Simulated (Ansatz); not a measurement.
# Si3N4 (P6_3/m): the host for defect calculations, part 2 of 3

Aim: the runs on the perfect crystal Si3N4 (P6_3/m) that a defect calculation needs first.

Ansatz 0.2.0; plane-wave PAW DFT, PBEsol; relaxation of the defect-free supercell in its symmetry; PAW set soft_1 (the session's first sound run).

So far: The structure; Defect free supercell relaxed in its symmetry.

**2. Defect free supercell relaxed in its symmetry (continued)**

Step by step:

| step | energy less that of the first step (eV) | largest force component (eV/Å) |
| --- | --- | --- |
| 1 | 0.0000 | 0.0797 |
| 2 | -0.0062 | 0.0463 |
| 3 | -0.0085 | 0.0062 |

Forces are held to the 108 operations that the run works with; a distortion that breaks them can't arise in this run.

(Continued in part 3 of 3.)

[Hosts, paths, dates, database ids (printed as entryN), source tags and the programs' standing remarks are cut or masked in the printed files.]

[Runs of the host that timed out are not shown.]

[For some hosts the program warned that the k-mesh of the response run may be too coarse for force constants and the static dielectric constant; such warnings are not always shown.]
